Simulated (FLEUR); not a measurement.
**1 ML Co on Ru(0001), fcc site, 4 substrate layers: moments or none**

Aim: find out whether 1 ML Co on Ru(0001), fcc site, 4 substrate layers carries moments when they start parallel, and what they gain.

Calculated with FLEUR MaX-R8.1; PW91; all-electron FLAPW film, Dirac cores, scalar-relativistic bands.

## Step 1: Set-up

The cell holds 5 atoms: 4 Ru and 1 Co. Its edges and angles: a = 2.706 Å, b = 2.706 Å, c = 22.505 Å, α = 90.0°, β = 90.0°, γ = 120.0°. Pseudomorphic film on a typed substrate lattice, hard-sphere layer spacings, unrelaxed. Vacuum lies along c.

Structure file:

```xyz
5
Lattice="2.7058 0.0000 0.0000 -1.3529 2.3433 0.0000 0.0000 0.0000 22.5048" Properties=species:S:1:pos:R:3
Ru    0.0000    0.0000    7.0000
Ru    1.3529    0.7811    9.1409
Ru    0.0000    0.0000   11.2819
Ru    1.3529    0.7811   13.4228
Co    0.0000    1.5622   15.5048
```

## Step 2: Start 1: ferro +

The parallel start comes first: it shows whether parallel moments hold.

inpgen writes inp.xml from crystal.txt; cutoffs, mixing, functional, smearing and local orbitals are then set in the file. The k list default-1 (kpts.xml, not shown) is a Γ-centred 12×12×1 mesh; where the ranks do not divide the number of points, some are split in two of half the weight.

inp.xml

```
<?xml version="1.0" encoding="UTF-8" standalone="no"?>
<fleurInput fleurInputVersion="0.39">
   <comment>
      CoRu4
   </comment>
   <calculationSetup>
      <cutoffs Kmax="3.96" Gmax="11.9" GmaxXC="11.9" numbands="0"/>
      <scfLoop itmax="120" minDistance="0.00002" maxIterBroyd="15" imix="Anderson" alpha="0.03" precondParam="0.0" spinf="2.0" sdNocoIR="T"/>
      <coreElectrons ctail="T" frcor="F" kcrel="0" coretail_lmax="0"/>
      <xcFunctional name="pw91" relativisticCorrections="F"/>
      <magnetism jspins="2"/>
      <soc l_soc="F" theta="0.0" phi="0.0" spav="F"/>
      <expertModes spex="0" secvar="F"/>
      <geometryOptimization l_f="F" forcealpha="1.0" forcemix="BFGS" epsdisp="0.00001" epsforce="0.00001"/>
      <ldaU l_linMix="F" mixParam="0.05" spinf="1.0"/>
   </calculationSetup>
   <cell>
      <bzIntegration valenceElectrons="73.0" mode="hist" fermiSmearingEnergy="0.00293995">
         <kPointListSelection listName="default-1"/>
         <xi:include xmlns:xi="http://www.w3.org/2001/XInclude" href="kpts.xml"> </xi:include>
      </bzIntegration>
      <xi:include xmlns:xi="http://www.w3.org/2001/XInclude" href="sym.xml"> </xi:include>
      <filmLattice scale="1.0" dVac="21.55" dTilda="24.05">
         <bravaisMatrixFilm>
            <row-1>    5.1132214524806576    -0.0000001170874307</row-1>
            <row-2>   -2.5566106248470737     4.4281797315674236</row-2>
         </bravaisMatrixFilm>
         <vacuumEnergyParameters vacuum="1" spinUp="-.25" spinDown="-.25"/>
         <vacuumEnergyParameters vacuum="2" spinUp="-.25" spinDown="-.25"/>
      </filmLattice>
   </cell>
   <atomSpecies>
      <species name="Ruthenium (Ru)" element="Ru" atomicNumber="44">
         <mtSphere radius="2.34" gridPoints="773" logIncrement="0.016"/>
         <atomicCutoffs lmax="10" lnonsphr="8"/>
         <electronConfig flipSpins="F">
            <coreConfig>(1s1/2) (2s1/2) (2p1/2) (2p3/2) (3s1/2) (3p1/2) (3p3/2) (4s1/2) (3d3/2) (3d5/2)</coreConfig>
            <valenceConfig>(4p1/2) (4p3/2) (5s1/2) (4d3/2) (4d5/2)</valenceConfig>
            <stateOccupation state="(5s1/2)" spinUp="0.500000" spinDown="0.500000"/>
            <stateOccupation state="(4d3/2)" spinUp="1.400000" spinDown="1.400000"/>
            <stateOccupation state="(4d5/2)" spinUp="2.100000" spinDown="2.100000"/>
         </electronConfig>
         <energyParameters s="5" p="5" d="4" f="4"/>
         <lo type="SCLO" l="1" n="4" eDeriv="0"/>
      </species>
      <species name="Cobalt (Co2.000" element="Co" atomicNumber="27">
         <mtSphere radius="2.34" gridPoints="773" logIncrement="0.016"/>
         <atomicCutoffs lmax="10" lnonsphr="8"/>
         <electronConfig flipSpins="F">
            <coreConfig>(1s1/2) (2s1/2) (2p1/2) (2p3/2)</coreConfig>
            <valenceConfig>(3s1/2) (3p1/2) (3p3/2) (4s1/2) (3d3/2) (3d5/2)</valenceConfig>
            <stateOccupation state="(3d3/2)" spinUp="1.5" spinDown="1.3"/>
            <stateOccupation state="(3d5/2)" spinUp="3.0" spinDown="1.2"/>
         </electronConfig>
         <energyParameters s="4" p="4" d="3" f="4"/>
         <lo type="SCLO" l="0" n="3" eDeriv="0"/>
         <lo type="SCLO" l="1" n="3" eDeriv="0"/>
      </species>
   </atomSpecies>
   <atomGroups>
      <atomGroup species="Ruthenium (Ru)">
         <filmPos label="                   1">.0000000000 .0000000000 -8.0359138317</filmPos>
         <force calculate="T" relaxXYZ="TTT"/>
      </atomGroup>
      <atomGroup species="Ruthenium (Ru)">
         <filmPos label="                   2">-1.000/3.000 1.000/3.000 -3.9901010999</filmPos>
         <force calculate="T" relaxXYZ="TTT"/>
      </atomGroup>
      <atomGroup species="Ruthenium (Ru)">
         <filmPos label="                   3">.0000000000 .0000000000 .0557116319</filmPos>
         <force calculate="T" relaxXYZ="TTT"/>
      </atomGroup>
      <atomGroup species="Ruthenium (Ru)">
         <filmPos label="                   4">-1.000/3.000 1.000/3.000 4.1015243637</filmPos>
         <force calculate="T" relaxXYZ="TTT"/>
      </atomGroup>
      <atomGroup species="Cobalt (Co2.000">
         <filmPos label="                   5">1.000/3.000 -1.000/3.000 8.0359138317</filmPos>
         <force calculate="T" relaxXYZ="TTT"/>
      </atomGroup>
   </atomGroups>
   <output dos="F" band="F" slice="F">
      <bandDOS minEnergy="-.5*Htr" maxEnergy="0.5*Htr" sigma="0.015" storeEVData="T"/>
      <plotting iplot="0" polar="F">
         <plot TwoD="T" vec1="  1.0  0.0  0.0" vec2="  0.0  1.0  0.0" vec3="  0.0  0.0  1.0" zero="  0.0  0.0 -0.5" file="plot"/>
      </plotting>
      <moessbauerParams electricFieldGradient="F" isomerShift="F" coreHyperfine="F" valenceHyperfine="F"/>
   </output>
</fleurInput>
```

crystal.txt

```
CoRu4
&input film=T cartesian=F /
2.70580026699  -0.00000006196  0.00000000000
-1.35290007984  2.34329179976  0.00000000000
0.00000000000  0.00000000000  1.00000000000
1.8897261246
1.0 1.0 1.0

5
44 0.00000000000  0.00000000000  -8.03591383172
44 0.66666666667  0.33333333333  -3.99010109990
44 0.00000000000  0.00000000000  0.05571163191
44 0.66666666667  0.33333333333  4.10152436373
27 0.33333333333  0.66666666667  8.03591383172 : 2.000

&kpt div1=12 div2=12 div3=1 gamma=T /
```

On the command line:

```bash
OMP_NUM_THREADS=1 inpgen -f crystal.txt > inpgen.log  # inp.xml is then edited as shown
OMP_NUM_THREADS=1 mpirun -n 8 fleur_MPI > fleur.log
```

Log:

```text
Welcome to FLEUR        (www.flapw.de)
      MaX-Release 8.1          (www.max-centre.eu)

 ========== k-point set info ==========
 Selected k-point list: default-1
 k-point list type: mesh
 0 x 0 x 0
 Number of k points: 24

 ------------Calculation Setup---------------------------
 Number of MPI-tasks      :            8
 Number of PE/node        :            8
 Number of OMP-threads    :            1
 k-points in parallel     :            8
 pe's per k-point         :            1
 No of k-point loops      :            3
 Eigenvalue solver        :       lapack
 Number of basis functions:          615
 Approximate size of matrices (H+S) per k-point:         0.011 GB
 --------------------------------------------------------
 Iteration:     1   Distance:      22.68518258 me/bohr^3
 Iteration:     2   Distance:      34.05547297 me/bohr^3
 Iteration:     3   Distance:      45.25679166 me/bohr^3
 Iteration:     4   Distance:      37.57915402 me/bohr^3
 Iteration:     5   Distance:      36.37993946 me/bohr^3
 Iteration:     6   Distance:      12.65404255 me/bohr^3
 Iteration:     7   Distance:      10.42531656 me/bohr^3
 Iteration:     8   Distance:      12.62404443 me/bohr^3
 Iteration:     9   Distance:       8.57483425 me/bohr^3
 Iteration:    10   Distance:      12.83348224 me/bohr^3
[... 46 iterations left out ...]
 Iteration:    57   Distance:       0.00019924 me/bohr^3
 Iteration:    58   Distance:       0.00100579 me/bohr^3
 Iteration:    59   Distance:       0.00025771 me/bohr^3
 Iteration:    60   Distance:       0.00015909 me/bohr^3
 Iteration:    61   Distance:       0.00007625 me/bohr^3
 Iteration:    62   Distance:       0.00003930 me/bohr^3
 Iteration:    63   Distance:       0.00010705 me/bohr^3
 Iteration:    64   Distance:       0.00008843 me/bohr^3
 Iteration:    65   Distance:       0.00004479 me/bohr^3
 Iteration:    66   Distance:       0.00001623 me/bohr^3

 ********************************************************************
 Run finished successfully
 Stop message:
   all done
 ********************************************************************

--- out.xml (last complete iteration) ---
<iteration numberForCurrentRun="   66" overallNumber="   66">
         [... left out ...]
         <bandgap value="0.0253627392" units="eV"/>
         <sumValenceSingleParticleEnergies value="-74.4916487815" units="Htr"/>
         <FermiEnergy value="-0.1730823062" units="Htr"/>
         <valenceDensity>
            <mtCharges spin="1">
               <mtCharge atomType="1" total="6.0988480" s="0.1525291" p="3.0802098" d="2.8449399" f="0.0166790"/>
               <mtCharge atomType="2" total="6.1207683" s="0.1594761" p="3.1238185" d="2.8055645" f="0.0255133"/>
               <mtCharge atomType="3" total="6.0789793" s="0.1587205" p="3.1237116" d="2.7651116" f="0.0250826"/>
               <mtCharge atomType="4" total="6.1913051" s="0.1556016" p="3.1099608" d="2.8981656" f="0.0219553"/>
               <mtCharge atomType="5" total="8.8532789" s="1.2069997" p="3.1346226" d="4.4998011" f="0.0089667"/>
            </mtCharges>
            <mtCharges spin="2">
               <mtCharge atomType="1" total="6.0141750" s="0.1522512" p="3.0797907" d="2.7611477" f="0.0165214"/>
               <mtCharge atomType="2" total="6.0984304" s="0.1592246" p="3.1232312" d="2.7842901" f="0.0253134"/>
               <mtCharge atomType="3" total="6.1555002" s="0.1602131" p="3.1234029" d="2.8411410" f="0.0245054"/>
               <mtCharge atomType="4" total="6.0060616" s="0.1572729" p="3.1174738" d="2.7043614" f="0.0214501"/>
               <mtCharge atomType="5" total="7.0313148" s="1.2048497" p="3.1507906" d="2.6639232" f="0.0089228"/>
            </mtCharges>
            <spinDependentCharge spin="1" total="37.4931230" interstitial="4.0328862" mtSpheres="33.3431796" vacuum1="0.0457077" vacuum2="0.0713495"/>
            <spinDependentCharge spin="2" total="35.5068773" interstitial="4.0818920" mtSpheres="31.3054821" vacuum1="0.0478520" vacuum2="0.0716511"/>
            <totalCharge value="73.0000002757"/>
         </valenceDensity>
         [... left out ...]
         <allElectronCharges>
            <spinDependentCharge spin="1" total="102.4931230" interstitial="4.0438086" mtSpheres="98.3322410" vacuum1="0.0457078" vacuum2="0.0713657"/>
            <spinDependentCharge spin="2" total="100.5068772" interstitial="4.0928264" mtSpheres="96.2945315" vacuum1="0.0478520" vacuum2="0.0716673"/>
            <totalCharge value="203.0000001992"/>
         </allElectronCharges>
         <magneticMomentsInMTSpheres units="muBohr">
            <globalMagMoment atomType="1" vec="0.00000   0.00000   0.08467"/>
            <localMagMoment atomType="1" vec="0.00000   0.00000   0.08467"/>
            <globalMagMoment atomType="2" vec="0.00000   0.00000   0.02234"/>
            <localMagMoment atomType="2" vec="0.00000   0.00000   0.02234"/>
            <globalMagMoment atomType="3" vec="0.00000   0.00000  -0.07652"/>
            <localMagMoment atomType="3" vec="0.00000   0.00000  -0.07652"/>
            <globalMagMoment atomType="4" vec="0.00000   0.00000   0.18525"/>
            <localMagMoment atomType="4" vec="0.00000   0.00000   0.18525"/>
            <globalMagMoment atomType="5" vec="0.00000   0.00000   1.82196"/>
            <localMagMoment atomType="5" vec="0.00000   0.00000   1.82196"/>
         </magneticMomentsInMTSpheres>
         <moessbauerParams unitsHFF="kG" unitsIS="e/bohr^3" unitsEFG="Htr/bohr^2">
         </moessbauerParams>
         <totalEnergy value="   -19524.2145087351" units="Htr">
            <sumOfEigenvalues value="   -11721.9761355020">
               <coreElectrons value="-11647.4844867205"/>
               <valenceElectrons value="-74.4916487815"/>
            </sumOfEigenvalues>
            <densityCoulombPotentialIntegral value="-31221.6370375288"/>
            <densityEffectivePotentialIntegral value="-32001.0615649010"/>
            <chargeDenXCDenIntegral value="-598.4411598080"/>
            <FockExchangeEnergyValence value="0.0000000000"/>
            <FockExchangeEnergyCore value="0.0000000000"/>
            <atomTypeDependentContributions atomType="1">
               <electronNucleiInteractionDifferentMTs value="5468.2296312492"/>
               <MadelungTerm value="-12.5212746228"/>
            </atomTypeDependentContributions>
            <atomTypeDependentContributions atomType="2">
               <electronNucleiInteractionDifferentMTs value="5469.3317290580"/>
               <MadelungTerm value="-11.1044068057"/>
            </atomTypeDependentContributions>
            <atomTypeDependentContributions atomType="3">
               <electronNucleiInteractionDifferentMTs value="5469.5505046511"/>
               <MadelungTerm value="-10.9835055526"/>
            </atomTypeDependentContributions>
            <atomTypeDependentContributions atomType="4">
               <electronNucleiInteractionDifferentMTs value="5469.1317658758"/>
               <MadelungTerm value="-11.5051166296"/>
            </atomTypeDependentContributions>
            <atomTypeDependentContributions atomType="5">
               <electronNucleiInteractionDifferentMTs value="1667.4651259892"/>
               <MadelungTerm value="-4.2171991277"/>
            </atomTypeDependentContributions>
            <tkbTimesEntropy value="0.0045762779"/>
            <freeEnergy value="-19524.2190850130"/>
            <extrapolationTo0K value="-19524.2167968740"/>
         </totalEnergy>
         <densityConvergence units="me/bohr^3">
            <chargeDensity spin="1" distance="0.0000047583"/>
            <chargeDensity spin="2" distance="0.0000141226"/>
            <overallChargeDensity distance="0.0000162322"/>
            <spinDensity distance="0.0000134421"/>
         </densityConvergence>
      </iteration>
```

Run time: 3 min. Hardware: 8 MPI ranks of Intel Xeon Platinum 8488C (Sapphire Rapids), shared host; peak memory 0.98 GiB.

Spin moment in the muffin-tin sphere by atom:

```
atom  spin moment in the muffin-tin sphere (μB)
 Ru1                                       0.08
 Ru2                                       0.02
 Ru3                                      -0.08
 Ru4                                       0.19
 Co5                                       1.82
```

Read from the output:

```yaml
free_energy: -531281.0667 eV
program_s_band_gap_on_this_mesh_in_a_metal_only_a_level_spacing: 0.02536 eV
magnetization: 1.986 μB
final_state: ferromagnetic, with opposed induced moments
```

After 66 cycles the largest moment stands at 1.82 μB.

## Step 3: Run 2 (no spin polarisation)

Without spin polarisation no moment can form, so the difference from the other runs is what forming moments gains.

Edit inp.xml of step 2 so:

```diff
@@ -10,3 +10,3 @@
       <xcFunctional name="pw91" relativisticCorrections="F"/>
-      <magnetism jspins="2"/>
+      <magnetism jspins="1"/>
       <soc l_soc="F" theta="0.0" phi="0.0" spav="F"/>
@@ -45,3 +45,3 @@
       </species>
-      <species name="Cobalt (Co2.000" element="Co" atomicNumber="27">
+      <species name="Cobalt (Co)" element="Co" atomicNumber="27">
          <mtSphere radius="2.34" gridPoints="773" logIncrement="0.016"/>
@@ -51,4 +51,4 @@
             <valenceConfig>(3s1/2) (3p1/2) (3p3/2) (4s1/2) (3d3/2) (3d5/2)</valenceConfig>
-            <stateOccupation state="(3d3/2)" spinUp="1.5" spinDown="1.3"/>
-            <stateOccupation state="(3d5/2)" spinUp="3.0" spinDown="1.2"/>
+            <stateOccupation state="(3d3/2)" spinUp="1.400000" spinDown="1.400000"/>
+            <stateOccupation state="(3d5/2)" spinUp="2.100000" spinDown="2.100000"/>
          </electronConfig>
@@ -76,3 +76,3 @@
       </atomGroup>
-      <atomGroup species="Cobalt (Co2.000">
+      <atomGroup species="Cobalt (Co)">
          <filmPos label="                   5">1.000/3.000 -1.000/3.000 8.0359138317</filmPos>
```

Edit crystal.txt of step 2 so:

```diff
@@ -13,3 +13,3 @@
 44 0.66666666667  0.33333333333  4.10152436373
-27 0.33333333333  0.66666666667  8.03591383172 : 2.000
+27 0.33333333333  0.66666666667  8.03591383172
```

Log:

```text
[banner, memory and clock lines left out]
Welcome to FLEUR        (www.flapw.de)
      MaX-Release 8.1          (www.max-centre.eu)

 ========== k-point set info ==========
 Selected k-point list: default-1
 k-point list type: mesh
 0 x 0 x 0
 Number of k points: 24

 ------------Calculation Setup---------------------------
 Number of PE/node        :            8
 Number of OMP-threads    :            1
 k-points in parallel     :            8
 pe's per k-point         :            1
 No of k-point loops      :            3
 Eigenvalue solver        :       lapack
 Number of basis functions:          615
 Approximate size of matrices (H+S) per k-point:         0.011 GB
 Iteration:     1   Distance:      32.84809267 me/bohr^3
 Iteration:     2   Distance:      92.53469991 me/bohr^3
 Iteration:     3   Distance:      45.70541927 me/bohr^3
 Iteration:     4   Distance:      36.00623946 me/bohr^3
 Iteration:     5   Distance:      37.25210025 me/bohr^3
 Iteration:     6   Distance:      23.88162672 me/bohr^3
 Iteration:     7   Distance:      13.04642208 me/bohr^3
 Iteration:     8   Distance:      16.00687043 me/bohr^3
 Iteration:     9   Distance:      17.30010556 me/bohr^3
 Iteration:    10   Distance:      20.38582197 me/bohr^3
[... 34 iterations left out ...]
 Iteration:    45   Distance:       0.00075292 me/bohr^3
 Iteration:    46   Distance:       0.00089493 me/bohr^3
 Iteration:    47   Distance:       0.00056385 me/bohr^3
 Iteration:    48   Distance:       0.00042056 me/bohr^3
 Iteration:    49   Distance:       0.00032781 me/bohr^3
 Iteration:    50   Distance:       0.00031946 me/bohr^3
 Iteration:    51   Distance:       0.00040178 me/bohr^3
 Iteration:    52   Distance:       0.00032382 me/bohr^3
 Iteration:    53   Distance:       0.00009019 me/bohr^3
 Iteration:    54   Distance:       0.00001012 me/bohr^3

 ********************************************************************
 Run finished successfully
 Stop message:
   all done
 ********************************************************************

--- out.xml (last complete iteration) ---
<iteration numberForCurrentRun="   54" overallNumber="   54">
         [... left out ...]
         <bandgap value="0.0097482165" units="eV"/>
         <sumValenceSingleParticleEnergies value="-74.4118613163" units="Htr"/>
         <FermiEnergy value="-0.1754377522" units="Htr"/>
         <valenceDensity>
            <mtCharges spin="1">
               <mtCharge atomType="1" total="12.1126612" s="0.3051963" p="6.1592165" d="5.6059305" f="0.0333584"/>
               <mtCharge atomType="2" total="12.2202687" s="0.3185233" p="6.2470143" d="5.5914060" f="0.0505590"/>
               <mtCharge atomType="3" total="12.2351694" s="0.3187803" p="6.2480613" d="5.6062926" f="0.0494559"/>
               <mtCharge atomType="4" total="12.1817368" s="0.3119578" p="6.2259396" d="5.5877819" f="0.0447692"/>
               <mtCharge atomType="5" total="15.9188777" s="2.3999097" p="6.2686690" d="7.2266613" f="0.0178798"/>
            </mtCharges>
            <spinDependentCharge spin="1" total="73.0000003" interstitial="8.0988091" mtSpheres="64.6687138" vacuum1="0.0890585" vacuum2="0.1434188"/>
            <totalCharge value="73.0000002774"/>
         </valenceDensity>
         [... left out ...]
         <totalEnergy value="   -19524.2042149036" units="Htr">
            <sumOfEigenvalues value="   -11722.1816492989">
               <coreElectrons value="-11647.7697879827"/>
               <valenceElectrons value="-74.4118613163"/>
            </sumOfEigenvalues>
            <densityCoulombPotentialIntegral value="-31221.7845762889"/>
            <densityEffectivePotentialIntegral value="-32001.1627126857"/>
            <chargeDenXCDenIntegral value="-598.4068848728"/>
            <FockExchangeEnergyValence value="0.0000000000"/>
            <FockExchangeEnergyCore value="0.0000000000"/>
         [... left out ...]
            <tkbTimesEntropy value="0.0060326378"/>
            <freeEnergy value="-19524.2102475415"/>
            <extrapolationTo0K value="-19524.2072312225"/>
         </totalEnergy>
         <densityConvergence units="me/bohr^3">
            <chargeDensity spin="1" distance="0.0000101168"/>
         </densityConvergence>
      </iteration>
```

The job ended after 84 s (8 MPI ranks; peak memory 0.7 GiB).

This step gave:

| Item | Value |
| --- | --- |
| free energy | -531280.8262 eV |
| program's band gap on this mesh (in a metal only a level spacing) | 0.009748 eV |
| final state | non-magnetic (no spin polarisation) |

It lies 240 meV a seeded atom over the first start.

## Step 4: Energies of the orders

Free energies are divided by the number of seeded atoms.

Orders:

```
               start                                  final state  typed order kept  energy over the lowest (meV a seeded atom)  largest sphere moment (μB)  net moment (μB a primitive cell)  mesh matched  CPU time (s)
             ferro +  ferromagnetic, with opposed induced moments               yes                                           0                       1.822                             1.986           yes          1452
no spin polarisation                                 non-magnetic                 -                                       240.5                           0                                 0           yes         672.7
```

(Part 1 of 2 ends here.)

[Logs and program files are shortened in this print: banners, set-up blocks, solver, clock and traceback lines can be left out without a mark of their own.]

[Logs are printed without paths, hosts, clocks, repeated set-up lines and the standing remarks that a program may print on its own settings, such as how far it seeks lower states.]

[Hosts, paths, dates, database ids (printed as entryN), source tags and the programs' standing remarks are cut or masked in the printed files.]

[Where a cell is said to come from a database of computed structures, the database is the Materials Project.]
